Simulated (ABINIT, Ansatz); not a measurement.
# SnPbSe3 (Pm-3m): zone-centre phonons, part 2 of 4

Wanted: the vibrations of SnPbSe3 (Pm-3m) at Γ, by two programs.

ABINIT 10.8.3; DFT LDA, scalar-relativistic, plane waves, HGH norm-conserving pseudopotentials.

So far. Step 2 (Relaxation): The volume changes by -0.5 % from the cell with which this run began. Step 3 (Ground state): The cell stands at -0.91 GPa: the relaxation ran with a smoothed and higher cutoff, and the difference is a stress of the finite basis. The relaxed cell has a = 5.151 Å (conventional setting).

The structure was built from a prototype and need not be the compound's stable phase.

### 4. Zone-centre response

At q = 0 one unit cell holds all displacements. The response is solved for single atoms along the cell's directions, and symmetry skips those that follow from others. The crystal is treated as a metal, which screens a static field, so no field response is asked.

Input file dfpt_gamma.abi:

```

# common to the responses
getwfk_filepath "gso_WFK"
kptopt 2
nqpt 1
qpt 0.0 0.0 0.0
asr 0
chneut 0

# displacements
rfphon 1
rfatpol 1 5
rfdir 1 1 1
tolvrs 1.0d-10
prtwf 0

# basis, mesh and filling
ecut 20.0
ixc 7
ngkpt 4 4 4
nshiftk 1
shiftk 0.0 0.0 0.0
istwfk *1
occopt 6
tsmear 0.01
nband 20
nstep 100
diemac 1000000.0
prtebands 0
prtgsr 0

# cell and atoms
acell 3*1.0 Angstrom
rprim 
    5.150816967 0.0 0.0
    0.0 5.150816967 0.0
    0.0 0.0 5.150816967
ntypat 3
znucl 82 50 34
natom 5
typat 1 2 3 3 3
xred 
    0.0 0.0 0.0
    0.5 0.5 0.5
    0.5 0.5 0.0
    0.5 0.0 0.5
    0.0 0.5 0.5
pp_dirpath "./pseudo"
pseudos "Pb.hgh, Sn.hgh, Se.hgh"
```

On the command line:

```bash
$ OMP_NUM_THREADS=1 mpirun -n 4 abinit dfpt_gamma.abi > dfpt_gamma.log
```

Numbers of over 12 decimals in the logs are rounded to 6 here.

dfpt_gamma.abo, the main output file:

```text
[banners, grids, parts of the stress and lines that vanish by symmetry left out]
- input  file    -> dfpt_gamma.abi
- output file    -> dfpt_gamma.abo
- root for input  files -> dfpt_gammai
- root for output files -> dfpt_gammao

 Symmetries : space group Pm -3 m (#221); Bravais cP (primitive cubic)
================================================================================
 Values of the parameters that define the memory need of the present run (RF).
     intxc =       0      iscf =       7    lmnmax =       6     lnmax =       6
     mgfft =      40  mpssoang =       3    mqgrid =    3001     natom =       5
  nloc_mem =       1    nspden =       1   nspinor =       1    nsppol =       1
      nsym =      48    n1xccc =       0    ntypat =       3    occopt =       6
   xclevel =       1
-    mband =          20        mffmem =           1         mkmem =           9
-   mkqmem =           9        mk1mem =           9           mpw =        3952
      nfft =       64000          nkpt =          36
- my_mband =          20
================================================================================
================================================================================

--------------------------------------------------------------------------------
------------- Echo of variables that govern the present computation ------------
--------------------------------------------------------------------------------
-
- outvars: echo of selected default values
-   iomode0 =  0 , fftalg0 =312 , wfoptalg0 =  0
-
- outvars: echo of global parameters not present in the input file
-  max_nthreads =    1
-
 -outvars: echo values of preprocessed input variables
 [... echo left out ...]
================================================================================

 chkinp: Checking input parameters for consistency.

[...]
== DATASET  1 ==================================================================
-   mpi_nproc: 4, omp_nthreads: 1 (-1 if OMP is not activated)

--- !DatasetInfo
iteration_state: {dtset: 1, }
dimensions: {natom: 5, nkpt: 36, mband: 20, nsppol: 1, nspinor: 1, nspden: 1, mpw: 3952, }
cutoff_energies: {ecut:  20.0, pawecutdg:  -1.0, }
electrons: {nelect:   2.60000000E+01, charge:   0.00000000E+00, occopt:   6.00000000E+00, tsmear:   1.00000000E-02, }
meta: {optdriver: 1, rfphon: 1, }
...

 mkfilename: getwfk from: gso_WFK

 Exchange-correlation functional for the present dataset will be:
  LDA: Perdew-Wang 92 LSD fit to Ceperley-Alder data - ixc=7
 Citation for XC functional:
  J.P.Perdew and Y.Wang, PRB 45, 13244 (1992)

 Real(R)+Recip(G) space primitive vectors, cartesian coordinates (Bohr,Bohr^-1):
 R(1)=  9.7336334  0.0000000  0.0000000  G(1)=  0.1027366  0.0000000  0.0000000
 R(2)=  0.0000000  9.7336334  0.0000000  G(2)=  0.0000000  0.1027366  0.0000000
 R(3)=  0.0000000  0.0000000  9.7336334  G(3)=  0.0000000  0.0000000  0.1027366
 Unit cell volume ucvol=  9.2219965E+02 bohr^3
 Angles (23,13,12)=  9.00000000E+01  9.00000000E+01  9.00000000E+01 degrees
 setup1 : take into account q-point for computing boxcut.

 getcut: wavevector=  0.0000  0.0000  0.0000  ngfft=  40  40  40
         ecut(hartree)=     20.000   => boxcut(ratio)=   2.04129

--- Pseudopotential description ------------------------------------------------
- pspini: atom type   1  psp file is ./pseudo/Pb.hgh

- pspini: atom type   2  psp file is ./pseudo/Sn.hgh

- pspini: atom type   3  psp file is ./pseudo/Se.hgh

   1.74390780E+03                                ecore*ucvol(ha*bohr**3)
--------------------------------------------------------------------------------

 ==>  initialize data related to q vector <==

 The list of irreducible perturbations for this q vector is:
    1)    idir= 1    ipert=   1
    2)    idir= 1    ipert=   2
    3)    idir= 1    ipert=   3
    4)    idir= 3    ipert=   3

[...]
The perturbation idir=   2  ipert=   1 is
 symmetric of a previously calculated perturbation.
 So, its SCF calculation is not needed.

 The perturbation idir=   3  ipert=   1 is
 symmetric of a previously calculated perturbation.
 So, its SCF calculation is not needed.

 The perturbation idir=   2  ipert=   2 is
 symmetric of a previously calculated perturbation.
 So, its SCF calculation is not needed.

 The perturbation idir=   3  ipert=   2 is
 symmetric of a previously calculated perturbation.
 So, its SCF calculation is not needed.

[...]
The perturbation idir=   2  ipert=   5 is
 symmetric of a previously calculated perturbation.
 So, its SCF calculation is not needed.

 The perturbation idir=   3  ipert=   5 is
 symmetric of a previously calculated perturbation.
 So, its SCF calculation is not needed.

--------------------------------------------------------------------------------
 Perturbation wavevector (in red.coord.)   0.000000  0.000000  0.000000
 Perturbation : displacement of atom   1   along direction   1
 Found     8 symmetries that leave the perturbation invariant.

[...]
dfpt_looppert : total number of electrons, from k and k+q
  fully or partially occupied states are    2.600000E+01 and    2.600000E+01.
 Initialisation of the first-order wave-functions :
  ireadwf=   0

--- !BeginCycle
iteration_state: {dtset: 1, }
solver: {iscf: 7, nstep: 100, nline: 4, wfoptalg: 0, }
tolerances: {tolvrs: 1.00E-10, }
...

     iter   2DEtotal(Ha)        deltaE(Ha) residm    vres2
-ETOT  1   31.536038460108     -5.134E+01 2.798E-01 9.468E+04
 ETOT  2  -1.874861     -3.341E+01 1.096E-02 2.395E+03
 ETOT  3  -2.734389     -8.595E-01 5.071E-03 2.565E+02
 ETOT  4  -2.816960     -8.257E-02 2.992E-04 2.076E+00
 ETOT  5  -2.817613     -6.531E-04 3.655E-05 2.190E-03
[...]
At SCF step   11       vres2   =  6.58E-12 < tolvrs=  1.00E-10 =>converged.
[...]
Mean square residual over all n,k,spin=   55.415E-13; max=  16.718E-10

 Thirteen components of 2nd-order total energy (hartree) are
 1,2,3: 0th-order hamiltonian combined with 1st-order wavefunctions
     kin0=   8.49114343E+01 eigvalue=   4.12243230E+00  local=  -4.32437312E+01
 4,5,6: 1st-order hamiltonian combined with 1st and 0th-order wfs
 loc psp =  -4.89521990E+01  Hartree=   1.99762091E+01     xc=  -1.04467208E+01
 note that "loc psp" includes a xc core correction that could be resolved
 7,8,9: eventually, occupation + non-local contributions
    edocc=   1.25777147E+01     enl0=   1.78009690E+01   enl1=  -1.22444416E+02
 1-9 gives the relaxation energy (to be shifted if some occ is /=2.0)
   erelax=  -8.56983074E+01
 10,11,12 Non-relaxation  contributions : frozen-wavefunctions and Ewald
 fr.local=  -1.23683483E+01 fr.nonlo=   5.73789547E+01  Ewald=   3.78700864E+01
 13,14 Frozen wf xc core corrections (1) and (2)
 frxc 1  =   0.00000000E+00  frxc 2 =   0.00000000E+00
 Resulting in :
 2DEtotal=   -0.2817614620E+01 Ha. Also 2DEtotal=   -0.766711997059E+02 eV
    (2DErelax=   -8.5698307404E+01 Ha. 2DEnonrelax=    8.2880692785E+01 Ha)
    (  non-var. 2DEtotal :   -2.8176145490E+00 Ha)

[...]
Perturbation wavevector (in red.coord.)   0.000000  0.000000  0.000000
 Perturbation : displacement of atom   2   along direction   1
 Found     8 symmetries that leave the perturbation invariant.

[...]
dfpt_looppert : total number of electrons, from k and k+q
  fully or partially occupied states are    2.600000E+01 and    2.600000E+01.
 Initialisation of the first-order wave-functions :
  ireadwf=   0

--- !BeginCycle
iteration_state: {dtset: 1, }
solver: {iscf: 7, nstep: 100, nline: 4, wfoptalg: 0, }
tolerances: {tolvrs: 1.00E-10, }
...

     iter   2DEtotal(Ha)        deltaE(Ha) residm    vres2
-ETOT  1   80.576652256477     -3.632E+01 6.809E-01 1.801E+05
[...]
At SCF step   11       vres2   =  8.14E-11 < tolvrs=  1.00E-10 =>converged.
[...]
Mean square residual over all n,k,spin=   31.979E-12; max=  10.314E-09

 Thirteen components of 2nd-order total energy (hartree) are
 1,2,3: 0th-order hamiltonian combined with 1st-order wavefunctions
     kin0=   9.22622853E+01 eigvalue=   3.81959757E+00  local=  -2.70178191E+01
 4,5,6: 1st-order hamiltonian combined with 1st and 0th-order wfs
 loc psp =  -1.07886839E+02  Hartree=   2.48445079E+01     xc=  -9.33072624E+00
 note that "loc psp" includes a xc core correction that could be resolved
 7,8,9: eventually, occupation + non-local contributions
    edocc=   8.49082167E+00     enl0=   1.84988292E+01   enl1=  -1.15248154E+02
 1-9 gives the relaxation energy (to be shifted if some occ is /=2.0)
   erelax=  -1.11567496E+02
 10,11,12 Non-relaxation  contributions : frozen-wavefunctions and Ewald
 fr.local=   1.77134390E+01 fr.nonlo=   6.13108205E+01  Ewald=   3.78700864E+01
 13,14 Frozen wf xc core corrections (1) and (2)
 frxc 1  =   0.00000000E+00  frxc 2 =   0.00000000E+00
 Resulting in :
 2DEtotal=    0.5326849644E+01 Ha. Also 2DEtotal=    0.144950963133E+03 eV
    (2DErelax=   -1.1156749633E+02 Ha. 2DEnonrelax=    1.1689434598E+02 Ha)
    (  non-var. 2DEtotal :    5.3268496732E+00 Ha)

[...]
Perturbation wavevector (in red.coord.)   0.000000  0.000000  0.000000
 Perturbation : displacement of atom   3   along direction   1
 Found     4 symmetries that leave the perturbation invariant.

[...]
dfpt_looppert : total number of electrons, from k and k+q
  fully or partially occupied states are    2.600000E+01 and    2.600000E+01.
 Initialisation of the first-order wave-functions :
  ireadwf=   0

--- !BeginCycle
iteration_state: {dtset: 1, }
solver: {iscf: 7, nstep: 100, nline: 4, wfoptalg: 0, }
tolerances: {tolvrs: 1.00E-10, }
...

     iter   2DEtotal(Ha)        deltaE(Ha) residm    vres2
-ETOT  1   296.94217144271     -2.619E+02 9.766E-01 6.861E+05
[...]
At SCF step   12       vres2   =  6.40E-12 < tolvrs=  1.00E-10 =>converged.
[...]
Mean square residual over all n,k,spin=   66.383E-13; max=  32.022E-10

 Thirteen components of 2nd-order total energy (hartree) are
 1,2,3: 0th-order hamiltonian combined with 1st-order wavefunctions
     kin0=   5.56022440E+02 eigvalue=   7.23794039E+00  local=  -3.31255949E+02
 4,5,6: 1st-order hamiltonian combined with 1st and 0th-order wfs
 loc psp =  -2.72081170E+02  Hartree=   1.46490477E+02     xc=  -5.15362734E+01
 note that "loc psp" includes a xc core correction that could be resolved
 7,8,9: eventually, occupation + non-local contributions
    edocc=   1.74481937E+01     enl0=   2.16667392E+02   enl1=  -8.50067273E+02
 1-9 gives the relaxation energy (to be shifted if some occ is /=2.0)
   erelax=  -5.61074222E+02
 10,11,12 Non-relaxation  contributions : frozen-wavefunctions and Ewald
 fr.local=   1.21415668E+02 fr.nonlo=   4.28211833E+02  Ewald=   9.21176534E+00
 13,14 Frozen wf xc core corrections (1) and (2)
 frxc 1  =   0.00000000E+00  frxc 2 =   0.00000000E+00
 Resulting in :
 2DEtotal=   -0.2234956000E+01 Ha. Also 2DEtotal=   -0.608162509629E+02 eV
    (2DErelax=   -5.6107422191E+02 Ha. 2DEnonrelax=    5.5883926591E+02 Ha)
    (  non-var. 2DEtotal :   -2.2349555953E+00 Ha)

[...]
Perturbation wavevector (in red.coord.)   0.000000  0.000000  0.000000
 Perturbation : displacement of atom   3   along direction   3
 Found     8 symmetries that leave the perturbation invariant.

--------------------------------------------------------------------------------

--------------------------------------------------------------------------------

 dfpt_looppert : total number of electrons, from k and k+q
  fully or partially occupied states are    2.600000E+01 and    2.600000E+01.
 Initialisation of the first-order wave-functions :
  ireadwf=   0

--- !BeginCycle
iteration_state: {dtset: 1, }
solver: {iscf: 7, nstep: 100, nline: 4, wfoptalg: 0, }
tolerances: {tolvrs: 1.00E-10, }
...

     iter   2DEtotal(Ha)        deltaE(Ha) residm    vres2
-ETOT  1   418.80441614776     -1.508E+02 9.060E-01 8.951E+05
[...]
ETOT 11   10.514785877295      1.478E-12 1.881E-07 2.277E-10
 ETOT 12   10.514785877290     -4.775E-12 4.886E-08 7.273E-12

 At SCF step   12       vres2   =  7.27E-12 < tolvrs=  1.00E-10 =>converged.
[...]
Mean square residual over all n,k,spin=   15.098E-11; max=  48.864E-09

 Thirteen components of 2nd-order total energy (hartree) are
 1,2,3: 0th-order hamiltonian combined with 1st-order wavefunctions
     kin0=   5.29772217E+02 eigvalue=   1.22054636E+01  local=  -3.01826264E+02
 4,5,6: 1st-order hamiltonian combined with 1st and 0th-order wfs
 loc psp =  -2.89727678E+02  Hartree=   1.53765502E+02     xc=  -4.96123116E+01
 note that "loc psp" includes a xc core correction that could be resolved
 7,8,9: eventually, occupation + non-local contributions
    edocc=   3.00612383E+01     enl0=   1.84761887E+02   enl1=  -8.28527787E+02
 1-9 gives the relaxation energy (to be shifted if some occ is /=2.0)
   erelax=  -5.59127733E+02
 10,11,12 Non-relaxation  contributions : frozen-wavefunctions and Ewald
 fr.local=   2.24112477E+01 fr.nonlo=   4.10731720E+02  Ewald=   1.36499550E+02
 13,14 Frozen wf xc core corrections (1) and (2)
 frxc 1  =   0.00000000E+00  frxc 2 =   0.00000000E+00
 Resulting in :
 2DEtotal=    0.1051478588E+02 Ha. Also 2DEtotal=    0.286121899801E+03 eV
    (2DErelax=   -5.5912773251E+02 Ha. 2DEnonrelax=    5.6964251839E+02 Ha)
    (  non-var. 2DEtotal :    1.0514785967E+01 Ha)

[...]
---- first-order wavefunction calculations are completed ----

 ==> Compute Derivative Database <==

 [... matrices left out ...]
  Phonon wavevector (reduced coordinates) :  0.00000  0.00000  0.00000
 Phonon energies in Hartree :
  -4.904176E-04 -4.904176E-04 -4.904176E-04 -4.302526E-04 -4.302526E-04
  -4.302526E-04 -2.026115E-04 -2.026115E-04 -2.026115E-04  9.776223E-06
   9.776223E-06  9.776224E-06  1.044479E-03  1.044479E-03  1.044479E-03
 Phonon frequencies in cm-1    :
- -1.076342E+02 -1.076342E+02 -1.076342E+02 -9.442953E+01 -9.442953E+01
- -9.442953E+01 -4.446809E+01 -4.446809E+01 -4.446809E+01  2.145633E+00
-  2.145633E+00  2.145633E+00  2.292367E+02  2.292367E+02  2.292367E+02

== END DATASET(S) ==============================================================
================================================================================

 -outvars: echo values of variables after computation
            acell      1.8897261259E+00  1.8897261259E+00  1.8897261259E+00 Bohr
           etotal      1.0514785877E+01
            fcart      0.0000000000E+00  0.0000000000E+00  0.0000000000E+00
           strten      0.0000000000E+00  0.0000000000E+00  0.0000000000E+00
================================================================================
```

Wall time 61 s (4 MPI ranks of Arm Neoverse V2, shared host); 4 min of CPU time.

Numbers from this step:

| Quantity | Value |
| --- | --- |
| largest acoustic frequency at the zone centre before the sum rule | 2.15 cm⁻¹ |
| highest optical zone-centre mode (no LO-TO term) | 229.2 cm⁻¹ |
| lowest optical zone-centre mode | -107.6 cm⁻¹ |

The acoustic modes at Γ come out as far as 2.1 cm⁻¹ from zero, where they should vanish, a small numerical error. The lowest optical mode is imaginary, 108i cm⁻¹, an instability at this level and on this k mesh.

[end of part 2 of 4]

[Host names and launcher messages were left out of these logs when they were recorded.]

[Logs are printed without paths, hosts, clocks, repeated set-up lines and the standing remarks that a program may print on its own settings, such as how far it seeks lower states.]

[Hosts, paths, dates, database ids (printed as entryN), source tags and the programs' standing remarks are cut or masked in the printed files.]
